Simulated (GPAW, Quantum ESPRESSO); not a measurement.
# Al K-edge XANES of Al2Ru (I4/mmm)

Do two independent programs agree on the Al K edge of Al2Ru (I4/mmm)? The same cell and functional are run with XSpectra and with GPAW.

Main program and level: Quantum ESPRESSO 7.5; core-hole supercells, plane-wave PAW LDA (first program; GPAW 26.7.0 follows as the second).

Report form: the programs' logs are mostly left out.

### Step 1. Set-up

The structure is tetragonal, space group I4/mmm (No. 139). The conventional cell has a = 3.121 Å, b = 3.121 Å, c = 8.444 Å, α = 90.00°, β = 90.00°, γ = 90.00°. Nearest to Ru lie 10 Al at 2.58 to 2.88 Å. Nearest to Al lie 5 Ru at 2.58 to 2.88 Å and 5 Al at 2.69 Å. Farther neighbours are not listed.

### Step 2. The field without a hole (Quantum ESPRESSO)

A plain self-consistent run shows whether there is a gap, which decides the set-up of the core-hole run.

The PAW data sets are made with ld1.x, with reconstruction data.

scf.in reads:

```
&control
   calculation='scf', prefix='x', pseudo_dir='../pp', outdir='tmp', tprnfor=.true.
/
&system
   ibrav=0, nat=3, ntyp=3, nbnd=15
   ecutwfc=52, ecutrho=400
   occupations='smearing', smearing='mv', degauss=0.015
/
&electrons
   conv_thr=3.0e-08, electron_maxstep=120
   mixing_beta=0.5
/
ATOMIC_SPECIES
Ru 1.0 Ru.lda-spn-kjpaw.UPF
Al3 1.0 Al.lda-nl-kjpaw.UPF
Al 1.0 Al.lda-nl-kjpaw.UPF
CELL_PARAMETERS angstrom
  -1.56042162 1.56042162 4.22180559
  1.56042162 -1.56042162 4.22180559
  1.56042162 1.56042162 -4.22180559
ATOMIC_POSITIONS crystal
Ru   0.00000000 0.00000000 0.00000000
Al3  0.34079781 0.34079781 0.00000000
Al   0.65920219 0.65920219 0.00000000
K_POINTS automatic
12 12 12 0 0 0
```

The run is started by

```
OMP_NUM_THREADS=1 mpirun --oversubscribe --bind-to none -np 4 pw.x -nk 4 -in scf.in > scf.out
```

The job ended after 33 s (4 MPI ranks of Arm Neoverse V2, shared host; peak memory 0.11 GiB; 2.2 min of CPU time).

Absorbing atoms carry a label of their own (element plus a letter or digit), as the spectrum program needs them as separate species.

The mesh shows no gap, so the system is treated as a metal and the core electron is put at the Fermi level (neutral cell).

### Step 3. Spectrum without a core hole,  (Quantum ESPRESSO)

This cheap baseline ignores the attraction of the hole: it shows the absorber's empty states as they are in the ground state.

xspectra.in reads:

```
&input_xspectra
   calculation='xanes_dipole', edge='K'
   prefix='x', outdir='tmp', xiabs=2, xe0=13.8331
   xonly_plot=.false., x_save_file='xanes.sav'
   xniter=3000, xcheck_conv=20, xerror=0.005
   xcoordcrys=.false., xepsilon(1)=1, xepsilon(2)=0, xepsilon(3)=0
/
&plot
   xnepoint=413, xemin=-10, xemax=45, terminator=.true., cut_occ_states=.true.
   xgamma=0.4
/
&pseudos
   filecore='../Al.wfc'
/
&cut_occ
   cut_desmooth=0.1, cut_stepl=0.05, cut_stepu=0.05, cut_ierror=1e-5
/
13 13 13 0 0 0
```

The run is started by

```
OMP_NUM_THREADS=1 mpirun --oversubscribe --bind-to none -np 4 xspectra.x -nk 4 -in xspectra.in > xspectra.out
```

Wall time 7.2 min (4 MPI ranks); peak memory 0.05 GiB.

The run was cut off at its time limit.

The time allowed ran out, so this step gives no result.

### Step 4. Supercell without a hole, the energy reference (Quantum ESPRESSO)

The photon energy needs a difference of total energies, so the cell and mesh of the coming hole run are first run without a hole.

scf.in reads:

```
&control
   calculation='scf', prefix='x', pseudo_dir='../pp', outdir='tmp', tprnfor=.true.
/
&system
   ibrav=0, nat=15, ntyp=2, nbnd=68
   ecutwfc=52, ecutrho=400
   occupations='smearing', smearing='mv', degauss=0.015
/
&electrons
   conv_thr=1.5e-07, electron_maxstep=120
   mixing_beta=0.5
/
ATOMIC_SPECIES
Ru 1.0 Ru.lda-spn-kjpaw.UPF
Al 1.0 Al.lda-nl-kjpaw.UPF
CELL_PARAMETERS angstrom
  1.56042162 4.68126486 -4.22180559
  4.68126486 -1.56042162 -4.22180559
  -1.56042162 -4.68126486 -4.22180559
ATOMIC_POSITIONS crystal
Ru   0.00000000 0.00000000 0.00000000
Ru   0.20000000 0.40000000 0.40000000
Ru   0.60000000 0.20000000 0.20000000
Ru   0.40000000 0.80000000 0.80000000
Ru   0.80000000 0.60000000 0.60000000
Al   0.65920219 0.00000000 0.65920219
Al   0.85920219 0.40000000 0.05920219
Al   0.25920219 0.20000000 0.85920219
Al   0.05920219 0.80000000 0.45920219
Al   0.45920219 0.60000000 0.25920219
Al   0.34079781 0.00000000 0.34079781
Al   0.54079781 0.40000000 0.74079781
Al   0.94079781 0.20000000 0.54079781
Al   0.74079781 0.80000000 0.14079781
Al   0.14079781 0.60000000 0.94079781
K_POINTS automatic
5 5 5 0 0 0
```

The run is started by

```
OMP_NUM_THREADS=1 mpirun --oversubscribe --bind-to none -np 4 pw.x -nk 4 -in scf.in > scf.out
```

Elapsed: 98 s, on 4 MPI ranks; peak memory 0.39 GiB; 6.5 min of CPU time.

Reference energy: -681723.811 eV with the cores included.

### Step 5. The atom with a core hole (Quantum ESPRESSO)

The final state has one core electron fewer, so a PAW data set is made for an atom with that hole.

Al.lda-nl-kjpaw-1sch.ld1.in reads:

```
&input
   title='Al', zed=13., rel=1, iswitch=3, dft='PZ',
   config='1s1 2s2 2p6 3s2 3p2 3d-1'
/
&inputp
   file_pseudopw='Al.lda-nl-kjpaw-1sch.UPF', author='',
   lpaw=.true.,
   pseudotype=3,
   lloc=2,
   which_augfun='PSQ',
   rmatch_augfun_nc=.true.,
   nlcc=.true.,
   new_core_ps=.true.,
   rcore=1.8,
   tm=.true.,
   zval=4,
   lgipaw_reconstruction=.true., use_paw_as_gipaw=.true.
/
5
3S  1  0  2.00  0.00  1.50  1.90  0.0
3S  1  0  0.00  6.00  1.50  1.90  0.0
3P  2  1  2.00  0.00  1.50  1.90  0.0
3P  2  1  0.00  3.50  1.50  1.90  0.0
3D  3  2  0.00  1.00  1.90  1.90  0.0
```

The run is started by

```
ld1.x < Al.lda-nl-kjpaw-1sch.ld1.in > Al.lda-nl-kjpaw-1sch.ld1.out
```

Wall time 0.65 s (1 MPI rank); peak memory 0.12 GiB.

Removing the core electron and adding it to the valence shell costs the free atom 1565.2 eV.

### Step 6. Supercell with XCH, Al atom 2 (Quantum ESPRESSO)

The holes are 6.5 Å apart. The excited electron is kept in the cell, where it fills the lowest empty states and screens the hole.

The absorber has 4 Ru at 2.58 Å, 5 Al at 2.69 Å, 1 Ru at 2.88 Å and 4 Al at 3.12 Å (14-fold, site symmetry 4mm).

Changes to scf.in since step 4:

```diff
@@ -4,3 +4,3 @@
 &system
-   ibrav=0, nat=15, ntyp=2, nbnd=68
+   ibrav=0, nat=15, ntyp=3, nbnd=69
    ecutwfc=52, ecutrho=400
@@ -14,2 +14,3 @@
 Ru 1.0 Ru.lda-spn-kjpaw.UPF
+Al0 1.0 Al.lda-nl-kjpaw-1sch.UPF
 Al 1.0 Al.lda-nl-kjpaw.UPF
@@ -25,3 +26,3 @@
 Ru   0.80000000 0.60000000 0.60000000
-Al   0.65920219 0.00000000 0.65920219
+Al0  0.65920219 0.00000000 0.65920219
 Al   0.85920219 0.40000000 0.05920219
```

The run is started by

```
OMP_NUM_THREADS=1 mpirun --oversubscribe --bind-to none -np 4 pw.x -nk 4 -in scf.in > scf.out
```

It took 94 s on 4 MPI ranks; peak memory 0.39 GiB; 6.3 min of CPU time.

Energy with the hole: -680160.304 eV, cores included.

### Step 7. Spectrum with XCH, Al atom 2 (Quantum ESPRESSO)

The Lanczos recursion gives the spectrum without computing empty bands; each polarisation needs a run of its own on the full k mesh. xe0 is set between filled and empty states, and states below it are cut, here at the Fermi level, which holds the excited electron. The file of filecore holds the core orbital, taken from the hole-free data set.

Changes to xspectra.in since step 3:

```diff
@@ -2,3 +2,3 @@
    calculation='xanes_dipole', edge='K'
-   prefix='x', outdir='tmp', xiabs=2, xe0=13.8331
+   prefix='x', outdir='tmp', xiabs=2, xe0=14.2468
    xonly_plot=.false., x_save_file='xanes.sav'
@@ -17,2 +17,2 @@
 /
-13 13 13 0 0 0
+6 6 6 0 0 0
```

xspectra_1.in, as its differences from xspectra.in of step 7:

```diff
@@ -5,3 +5,3 @@
    xniter=3000, xcheck_conv=20, xerror=0.005
-   xcoordcrys=.false., xepsilon(1)=1, xepsilon(2)=0, xepsilon(3)=0
+   xcoordcrys=.false., xepsilon(1)=0, xepsilon(2)=0, xepsilon(3)=1
 /
```

The run is started by

```
OMP_NUM_THREADS=1 mpirun --oversubscribe --bind-to none -np 4 xspectra.x -nk 4 -in xspectra.in > xspectra.out
```

The job ended after 10 min (4 MPI ranks; peak memory 0.25 GiB; 41 min of CPU time).

The Al K spectrum, Al atom 2, excited-electron core hole (neutral cell) (energy from the energy zero of the input (xe0, at the border of filled and empty states); intensity scaled to a mean of 1 over the first 20 eV; the points at xe0, where the cut of filled states can leave a spike, are interpolated; polarised curves are means over the symmetry-equivalent atoms):

| E (eV) | isotropic | ε ⊥ c | ε ∥ c |
| --- | --- | --- | --- |
| -2.0 | 0.05 | 0.05 | 0.04 |
| -1.5 | 0.06 | 0.07 | 0.05 |
| -1.0 | 0.09 | 0.10 | 0.07 |
| -0.5 | 0.14 | 0.16 | 0.10 |
| 0.0 | 0.30 | 0.36 | 0.18 |
| 0.5 | 0.45 | 0.53 | 0.29 |
| 1.0 | 0.54 | 0.61 | 0.41 |
| 1.5 | 0.67 | 0.73 | 0.56 |
| 2.0 | 0.88 | 0.96 | 0.70 |
| 2.5 | 1.08 | 1.23 | 0.79 |
| 3.0 | 1.14 | 1.21 | 1.01 |
| 3.5 | 1.17 | 1.15 | 1.21 |
| 4.0 | 1.19 | 1.17 | 1.21 |
| 4.5 | 1.21 | 1.16 | 1.32 |
| 5.0 | 1.24 | 1.18 | 1.35 |
| 5.5 | 1.21 | 1.15 | 1.33 |
| 6.0 | 1.16 | 1.11 | 1.25 |
| 6.5 | 1.14 | 1.13 | 1.16 |
| 7.0 | 1.09 | 1.07 | 1.13 |
| 7.5 | 1.17 | 1.12 | 1.27 |
| 8.0 | 1.39 | 1.25 | 1.67 |
| 8.5 | 1.44 | 1.28 | 1.75 |
| 9.0 | 1.41 | 1.30 | 1.63 |
| 9.5 | 1.25 | 1.26 | 1.23 |
| 10.0 | 1.12 | 1.19 | 0.98 |
| 10.5 | 1.10 | 1.19 | 0.93 |
| 11.0 | 1.08 | 1.17 | 0.89 |
| 11.5 | 1.13 | 1.21 | 0.96 |
| 12.0 | 1.06 | 1.10 | 0.99 |
| 12.5 | 0.99 | 1.02 | 0.93 |
| 13.0 | 0.97 | 0.99 | 0.91 |
| 13.5 | 0.95 | 0.96 | 0.92 |
| 14.0 | 0.96 | 0.97 | 0.94 |
| 14.5 | 0.93 | 0.92 | 0.95 |
| 15.0 | 0.93 | 0.93 | 0.93 |
| 15.5 | 0.97 | 1.00 | 0.90 |
| 16.0 | 0.90 | 0.90 | 0.90 |
| 16.5 | 0.79 | 0.77 | 0.83 |
| 17.0 | 0.78 | 0.76 | 0.83 |
| 17.5 | 0.76 | 0.68 | 0.92 |
| 18.0 | 0.86 | 0.69 | 1.20 |
| 18.5 | 0.90 | 0.71 | 1.30 |
| 19.0 | 0.81 | 0.72 | 0.99 |
| 19.5 | 0.74 | 0.71 | 0.81 |
| 20.0 | 0.69 | 0.67 | 0.73 |
| 20.5 | 0.67 | 0.65 | 0.72 |
| 21.0 | 0.71 | 0.66 | 0.82 |
| 21.5 | 0.77 | 0.68 | 0.96 |
| 22.0 | 0.76 | 0.69 | 0.91 |
| 22.5 | 0.74 | 0.67 | 0.86 |
| 23.0 | 0.74 | 0.70 | 0.83 |
| 23.5 | 0.81 | 0.79 | 0.83 |
| 24.0 | 0.82 | 0.85 | 0.76 |
| 24.5 | 0.80 | 0.88 | 0.64 |
| 25.0 | 0.80 | 0.93 | 0.53 |
| 25.5 | 0.87 | 1.03 | 0.53 |
| 26.0 | 0.80 | 0.92 | 0.57 |
| 26.5 | 0.73 | 0.82 | 0.55 |
| 27.0 | 0.72 | 0.82 | 0.52 |
| 27.5 | 0.73 | 0.83 | 0.53 |
| 28.0 | 0.74 | 0.80 | 0.60 |
| 28.5 | 0.72 | 0.75 | 0.65 |
| 29.0 | 0.72 | 0.75 | 0.67 |
| 29.5 | 0.76 | 0.77 | 0.72 |
| 30.0 | 0.82 | 0.84 | 0.80 |
| 30.5 | 0.87 | 0.90 | 0.83 |
| 31.0 | 0.94 | 0.97 | 0.87 |
| 31.5 | 1.00 | 1.02 | 0.97 |
| 32.0 | 1.03 | 1.08 | 0.93 |

Main maxima below 24 eV (height): 4.8 eV (1.25), 8.7 eV (1.46), 11.6 eV (1.13), 15.5 eV (0.97), 18.4 eV (0.91) and 23.8 eV (0.82). A K edge sees empty p states on the absorber.

The total-energy difference is 1563.51 eV. One term is added: -13.88 eV, since the hole is spin-paired here and a spin-polarised one costs that much less in the free atom (computed apart). The photon energy is then 1549.63 eV. The tabulated edge of the element is 1559 eV. The functional leaves an error in such absolute values: in the free atom LDA prices this hole 7.2 eV below PBE (computed apart), and PBE is itself good to a few eV.

### Step 8. Another broadening

The final state's lifetime shortens with energy, so measured features broaden above the edge; the saved Lanczos coefficients are redrawn with a width that grows.

xspectra_plot.in reads:

```
&input_xspectra
   calculation='xanes_dipole', edge='K'
   prefix='x', outdir='tmp', xiabs=2, xe0=14.2468
   xonly_plot=.true., x_save_file='xanes.sav'
   xniter=3000, xcheck_conv=20, xerror=0.005
   xcoordcrys=.false., xepsilon(1)=1, xepsilon(2)=0, xepsilon(3)=0
/
&plot
   xnepoint=413, xemin=-10, xemax=45, terminator=.true., cut_occ_states=.true.
   gamma_mode='variable', gamma_energy(1)=4, gamma_energy(2)=25, gamma_value(1)=0.3, gamma_value(2)=2.5
/
&pseudos
   filecore='../Al.wfc'
/
&cut_occ
   cut_desmooth=0.1, cut_stepl=0.05, cut_stepu=0.05, cut_ierror=1e-5
/
6 6 6 0 0 0
```

The run is started by

```
OMP_NUM_THREADS=1 xspectra.x -in xspectra_plot.in > xspectra_plot.out
```

It took 6.9 s on 1 MPI rank; peak memory 0.05 GiB.

With a Lorentzian half width 0.3 eV up to 4 eV, rising linearly to 2.5 eV at 25 eV, the maxima are 2.8 eV (1.22), 3.9 eV (1.23), 4.8 eV (1.27) and 8.6 eV (1.34).

### Step 9. The field without a hole (GPAW)

The second program starts from its own ground state, on the same cell and functional.

scf.py reads:

```python
import numpy as np
from ase import Atoms
from ase.parallel import parprint, paropen
from gpaw import GPAW, PW, FermiDirac, Mixer, MixerDif, setup_paths
from gpaw.test import gen
setup_paths.insert(0, '.')
gen('Al', name='nch1s', xcname='LDA', corehole=(1, 0, 0), write_xml=True)
from gpaw.mpi import world
world.barrier()

atoms = Atoms('RuAl2',
    cell=[[-1.56042162, 1.56042162, 4.22180559],
     [1.56042162, -1.56042162, 4.22180559],
     [1.56042162, 1.56042162, -4.22180559]],
    scaled_positions=[[0, 0, 0],
     [0.34079781, 0.34079781, 0],
     [0.65920219, 0.65920219, 0]],
    pbc=True)
atoms.calc = calc = GPAW(legacy_gpaw=True, mode=PW(500), xc='LDA', setups={1: 'nch1s'},
    kpts={'size': (11, 11, 11), 'gamma': True}, occupations=FermiDirac(0.05),
    charge=0, mixer=Mixer(0.1, 5, 50), maxiter=150,
    convergence={'density': 0.0001}, txt='scf.txt')
energy = atoms.get_potential_energy() + calc.get_reference_energy()
ef = calc.get_fermi_level()
out = dict(energy=energy, fermi=ef, forces=atoms.get_forces().tolist())
parprint(f'all-electron energy {energy:.4f} eV, Fermi level {ef:.4f} eV')
ev = np.array([[calc.get_eigenvalues(k, s) for k in range(len(calc.get_ibz_k_points()))] for s in range(calc.get_number_of_spins())])
out['homo'], out['lumo'], out['counts'] = ev[ev < ef].max(), ev[ev > ef].min(), sorted(set((ev < ef).sum((0, 2)).tolist()))
out['filled'] = (ev[:, 0] < ef).sum(1).tolist()
import json
with paropen('out.json', 'w') as f:
    json.dump(out, f)
```

The run is started by

```
OMP_NUM_THREADS=1 mpirun -n 4 gpaw python scf.py
```

It took 14 s on 4 MPI ranks; peak memory 0.2 GiB; 56 s of CPU time.

The mesh shows no gap, so the system is treated as a metal and the core electron is put at the Fermi level (neutral cell).

### Step 10. Spectrum without a core hole, Al atom 2 (GPAW)

Without a hole the spectrum is the empty density of states of the right symmetry on the absorber, weighted by matrix elements. It needs only the small cell and serves as the baseline. The data set with a hole of occupation 0 only carries the core orbital.

xas.py reads:

```python
import numpy as np
from ase import Atoms
from ase.parallel import parprint, paropen
from gpaw import GPAW, PW, FermiDirac, Mixer, MixerDif, setup_paths
from gpaw.test import gen
setup_paths.insert(0, '.')
gen('Al', name='nch1s', xcname='LDA', corehole=(1, 0, 0), write_xml=True)
from gpaw.mpi import world
world.barrier()

atoms = Atoms('RuAl2',
    cell=[[-1.56042162, 1.56042162, 4.22180559],
     [1.56042162, -1.56042162, 4.22180559],
     [1.56042162, 1.56042162, -4.22180559]],
    scaled_positions=[[0, 0, 0],
     [0.34079781, 0.34079781, 0],
     [0.65920219, 0.65920219, 0]],
    pbc=True)
atoms.calc = calc = GPAW(legacy_gpaw=True, mode=PW(500), xc='LDA', setups={1: 'nch1s'},
    kpts={'size': (15, 15, 15), 'gamma': True}, occupations=FermiDirac(0.1),
    charge=0, mixer=Mixer(0.1, 5, 50), maxiter=150,
    convergence={'density': 0.0001}, txt='scf.txt')
energy = atoms.get_potential_energy() + calc.get_reference_energy()
ef = calc.get_fermi_level()
out = dict(energy=energy, fermi=ef, forces=atoms.get_forces().tolist())
parprint(f'all-electron energy {energy:.4f} eV, Fermi level {ef:.4f} eV')
ev = np.array([[calc.get_eigenvalues(k, s) for k in range(len(calc.get_ibz_k_points()))] for s in range(calc.get_number_of_spins())])
out['homo'], out['lumo'], out['counts'] = ev[ev < ef].max(), ev[ev > ef].min(), sorted(set((ev < ef).sum((0, 2)).tolist()))
out['filled'] = (ev[:, 0] < ef).sum(1).tolist()

from ase.units import Ha
from gpaw.xas import dipole_matrix_elements
nb = int(calc.get_number_of_electrons() / 2) + 33
top = nb
nscf = calc.fixed_density(kpts={'size': (9, 9, 9), 'gamma': True},
    convergence={'eigenstates': 1.0}, txt='nscf.txt')
nscf.diagonalize_full_hamiltonian(nbands=nb)
cell = atoms.cell.array
ops = [cell.T @ U.T @ np.linalg.inv(cell.T) for U in nscf.wfs.kd.symmetry.op_scc]
E = np.arange(-25, 34, 0.1)
fwhm = np.interp(E, [4, 25], [0.9, 3.5])
Y, X, zero, highest = 0, 0, 1e9, 1e9
for spin in range(nscf.get_number_of_spins()):
    wfs = nscf.wfs
    A = dipole_matrix_elements(wfs.setups[1])
    eps = np.zeros((wfs.kd.nibzkpts, nb))
    d = np.zeros((3, A.shape[1], wfs.kd.nibzkpts, nb), complex)
    for kpt in wfs.kpt_u:
        if kpt.s == spin and 1 in kpt.P_ani:
            eps[kpt.k] = kpt.eps_n * Ha
            d[:, :, kpt.k] = (kpt.weight * wfs.nspins / 2) ** 0.5 * np.inner(A, kpt.P_ani[1])
    world.sum(eps)
    world.sum(d)
    T = np.einsum('amkn,bmkn->abkn', d, d.conj()).real
    T = sum(np.einsum('ai,ijkn,bj->abkn', R, T, R) for R in ops) / len(ops)
    empty = eps > ef
    zero, highest = min(zero, eps[empty].min()), min(highest, eps[:, top - 1].min())
    lines = [(eps, T, empty)] if spin == 0 else lines + [(eps, T, empty)]
for eps, T, empty in lines:
    f = np.einsum('aakn->akn', T).reshape(3, -1)
    x = eps.ravel() - zero
    w = np.interp(x, E, fwhm) / 2.35482
    g = np.exp(-0.5 * ((E[:, None] - x) / w) ** 2) / (w * (2 * np.pi) ** 0.5)
    Y = Y + (f * empty.ravel()) @ g.T
    X = X + (f * ~empty.ravel()) @ g.T
out.update(E=E.round(2).tolist(), xas=Y.tolist(), xes=X.tolist(), zero=zero, valid=highest - zero, nk=len(eps), nb=nb)
for i in range(0, len(E), 10):
    parprint(f'{E[i]:7.2f}', *(f'{v:10.3e}' for v in Y[:, i]))
import json
with paropen('out.json', 'w') as f:
    json.dump(out, f)
```

The run is started by

```
OMP_NUM_THREADS=1 mpirun -n 4 gpaw python xas.py
```

It took 82 s on 4 MPI ranks; peak memory 0.39 GiB; 5.5 min of CPU time.

The Al K spectrum, Al atom 2, no core hole (energy from the lowest empty level; intensity scaled to a mean of 1 over the first 20 eV; polarised curves are means over the symmetry-equivalent atoms):

| E (eV) | isotropic | ε ⊥ c | ε ∥ c |
| --- | --- | --- | --- |
| -2.0 | 0.00 | 0.00 | 0.00 |
| -1.5 | 0.00 | 0.00 | 0.00 |
| -1.0 | 0.00 | 0.00 | 0.00 |
| -0.5 | 0.03 | 0.03 | 0.01 |
| 0.0 | 0.16 | 0.21 | 0.05 |
| 0.5 | 0.32 | 0.41 | 0.14 |
| 1.0 | 0.33 | 0.40 | 0.19 |
| 1.5 | 0.30 | 0.33 | 0.23 |
| 2.0 | 0.42 | 0.45 | 0.37 |
| 2.5 | 0.58 | 0.62 | 0.49 |
| 3.0 | 0.76 | 0.85 | 0.58 |
| 3.5 | 0.85 | 0.96 | 0.62 |
| 4.0 | 0.83 | 0.90 | 0.67 |
| 4.5 | 0.90 | 0.96 | 0.77 |
| 5.0 | 0.95 | 0.96 | 0.93 |
| 5.5 | 0.95 | 0.93 | 1.01 |
| 6.0 | 1.01 | 0.98 | 1.08 |
| 6.5 | 1.06 | 1.05 | 1.08 |
| 7.0 | 1.02 | 1.03 | 0.99 |
| 7.5 | 0.89 | 0.91 | 0.85 |
| 8.0 | 0.93 | 0.95 | 0.89 |
| 8.5 | 1.12 | 1.08 | 1.19 |
| 9.0 | 1.31 | 1.17 | 1.58 |
| 9.5 | 1.44 | 1.26 | 1.81 |
| 10.0 | 1.44 | 1.30 | 1.73 |
| 10.5 | 1.34 | 1.27 | 1.48 |
| 11.0 | 1.26 | 1.26 | 1.26 |
| 11.5 | 1.26 | 1.32 | 1.15 |
| 12.0 | 1.31 | 1.41 | 1.11 |
| 12.5 | 1.33 | 1.44 | 1.12 |
| 13.0 | 1.29 | 1.38 | 1.12 |
| 13.5 | 1.21 | 1.27 | 1.10 |
| 14.0 | 1.16 | 1.20 | 1.08 |
| 14.5 | 1.16 | 1.19 | 1.08 |
| 15.0 | 1.18 | 1.23 | 1.09 |
| 15.5 | 1.20 | 1.25 | 1.10 |
| 16.0 | 1.19 | 1.24 | 1.08 |
| 16.5 | 1.14 | 1.18 | 1.05 |
| 17.0 | 1.08 | 1.10 | 1.03 |
| 17.5 | 1.02 | 1.01 | 1.03 |
| 18.0 | 0.98 | 0.93 | 1.07 |
| 18.5 | 0.96 | 0.87 | 1.12 |
| 19.0 | 0.95 | 0.84 | 1.17 |
| 19.5 | 0.94 | 0.83 | 1.17 |
| 20.0 | 0.92 | 0.81 | 1.15 |
| 20.5 | 0.89 | 0.78 | 1.10 |
| 21.0 | 0.86 | 0.75 | 1.07 |
| 21.5 | 0.83 | 0.73 | 1.05 |
| 22.0 | 0.83 | 0.71 | 1.06 |
| 22.5 | 0.83 | 0.71 | 1.07 |
| 23.0 | 0.83 | 0.72 | 1.06 |
| 23.5 | 0.84 | 0.75 | 1.04 |
| 24.0 | 0.85 | 0.78 | 1.00 |
| 24.5 | 0.86 | 0.82 | 0.93 |
| 25.0 | 0.86 | 0.86 | 0.86 |
| 25.5 | 0.86 | 0.90 | 0.79 |
| 26.0 | 0.85 | 0.92 | 0.72 |
| 26.5 | 0.84 | 0.92 | 0.66 |
| 27.0 | 0.81 | 0.91 | 0.62 |
| 27.5 | 0.79 | 0.89 | 0.59 |
| 28.0 | 0.76 | 0.86 | 0.56 |
| 28.5 | 0.74 | 0.84 | 0.55 |
| 29.0 | 0.73 | 0.82 | 0.55 |
| 29.5 | 0.72 | 0.80 | 0.56 |
| 30.0 | 0.73 | 0.80 | 0.58 |
| 30.5 | 0.74 | 0.80 | 0.61 |
| 31.0 | 0.76 | 0.81 | 0.66 |
| 31.5 | 0.79 | 0.83 | 0.71 |
| 32.0 | 0.83 | 0.86 | 0.77 |

Main maxima below 24 eV (height): 0.8 eV (0.35), 3.5 eV (0.85), 6.6 eV (1.07), 9.7 eV (1.46), 12.4 eV (1.34) and 15.6 eV (1.20). 

The same matrix elements for filled bands give the Al K emission of Al atom 2 (ground-state approximation; energy from the lowest empty level, largest value 1):

| E (eV) | emission |
| --- | --- |
| -24.00 | 0.00 |
| -23.25 | 0.00 |
| -22.50 | 0.00 |
| -21.75 | 0.00 |
| -21.00 | 0.00 |
| -20.25 | 0.00 |
| -19.50 | 0.00 |
| -18.75 | 0.00 |
| -18.00 | 0.00 |
| -17.25 | 0.00 |
| -16.50 | 0.00 |
| -15.75 | 0.00 |
| -15.00 | 0.00 |
| -14.25 | 0.00 |
| -13.50 | 0.00 |
| -12.75 | 0.00 |
| -12.00 | 0.00 |
| -11.25 | 0.00 |
| -10.50 | 0.01 |
| -9.75 | 0.03 |
| -9.00 | 0.08 |
| -8.25 | 0.12 |
| -7.50 | 0.21 |
| -6.75 | 0.28 |
| -6.00 | 0.40 |
| -5.25 | 0.53 |
| -4.50 | 0.81 |
| -3.75 | 0.73 |
| -3.00 | 0.84 |
| -2.25 | 0.97 |
| -1.50 | 0.69 |
| -0.75 | 0.55 |
| 0.00 | 0.13 |
| 0.75 | 0.00 |
| 1.50 | 0.00 |
| 2.25 | 0.00 |
| 3.00 | 0.00 |

Emission maxima: -4.4 eV (0.83) and -2.4 eV (1.00).

(Part 1 of 2 ends here.)

[Logs are printed without paths, hosts, clocks, repeated set-up lines and the standing remarks that a program may print on its own settings, such as how far it seeks lower states.]

[Hosts, paths, dates, database ids (printed as entryN), source tags and the programs' standing remarks are cut or masked in the printed files.]

[Lists of maxima count a maximum above −3 eV only where it reaches 4 % of the highest in the window and stands out from its surroundings by 2 % of it (1.5 % where it reaches 55 %); shoulders and weaker maxima are passed over, and of the rest the first, up to two pre-edge ones and the few strongest are named.]
